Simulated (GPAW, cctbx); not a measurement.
# Ga3W: what bonding does to one electron reflection, worked out

Ga3W, Pm-3m (no. 221), a = 3.9906 Å, b = 3.9906 Å, c = 3.9906 Å, α = 90.00°, β = 90.00°, γ = 90.00°.

| atom | mult. | x | y | z |
| --- | --- | --- | --- | --- |
| W1 | 1 | 0 | 0 | 0 |
| Ga1 | 3 | 1/2 | 1/2 | 0 |

The start was made by putting kin elements into a known structure type; the compound need not exist, or be stable, in this form.

A DFT run (GPAW, PBE, 450 eV, 6×6×6 k-points, Fermi–Dirac width 0.1 eV) gives the static X-ray structure factor of 010 as 40.329 e for the conventional cell; superposed free atoms give 40.218 e. **Problem.** Find the Fourier component V of the crystal potential and the two-beam extinction distance at 80 kV in both cases, then the holographic phase shift per nanometre.

## 1. Geometry

The cell volume is Ω = 63.55 Å³ and d(010) = 3.9906 Å, so g = 1/d = 0.2506 Å⁻¹.

## 2. The nuclei

Electrons feel nuclei as well as electrons, so the nuclear charges are summed with the same phases.

Phase sums Σ exp(2πi h·x), turned so that the total is real and positive: W +1.000, Ga -1.000. Then F_Z = 74 × (+1.000) + 31 × (-1.000) = 43.00 e. The electron term has the same sign for this reflection.

## 3. Mott–Bethe

Poisson's equation, term by term, gives V = (e/4πε₀)(F_Z − F)/(πΩg²), with e/4πε₀ = 14.3996 V Å.

The prefactor is 14.3996 × 3.9906²/(π × 63.55) = 1.14860 V per electron. Free atoms: (43.00 − 40.218) × 1.14860 = 3.195 V. Crystal: (43.00 − 40.329) × 1.14860 = 3.068 V. F changes by +0.28 % and V by -4.0 %: the same 0.11 e is measured against F_Z − F = 2.8 e in place of F = 40.2 e.

## 4. Extinction distance

In the two-beam case ξ = 1/(λU) with U = 2γm₀eV/h², that is ξ = 150.41 V Å²/(γλV).

At 80 kV, λ = 0.04176 Å and γ = 1.1566. Free atoms: ξ = 975 Å. Crystal: ξ = 1015 Å. The thickness fringes go as sin²(πt/ξ), so the two patterns slip by a quarter of a period when t|1/ξ₁ − 1/ξ₀| = 1/4, at t ≈ 611 nm. Thermal motion, absorption and many-beam coupling, left out here, change a real pattern.

## 5. Phase shift

A slab run (normal [001], unrelaxed) gives a mean inner potential of 22.92 V; free atoms give 25.33 V. The phase shift is φ = C_E V₀ t, with C_E = (2π/λE)(E + m₀c²)/(E + 2m₀c²).

C_E = 10.087 × 10⁻³ rad/(V nm). The shift is 0.2312 rad/nm in the crystal and 0.2555 rad/nm for free atoms. A sample 50 nm thick gives φ = 11.56 rad; read with the free-atom value it would seem 45.2 nm thick.

## 6. Answer

V(010) is 3.07 V against 3.20 V, and ξ is 1015 against 975 Å. The phase shift is 0.231 rad/nm, and free atoms would misjudge a thickness by -10 %. Limits: static atoms, two beams.
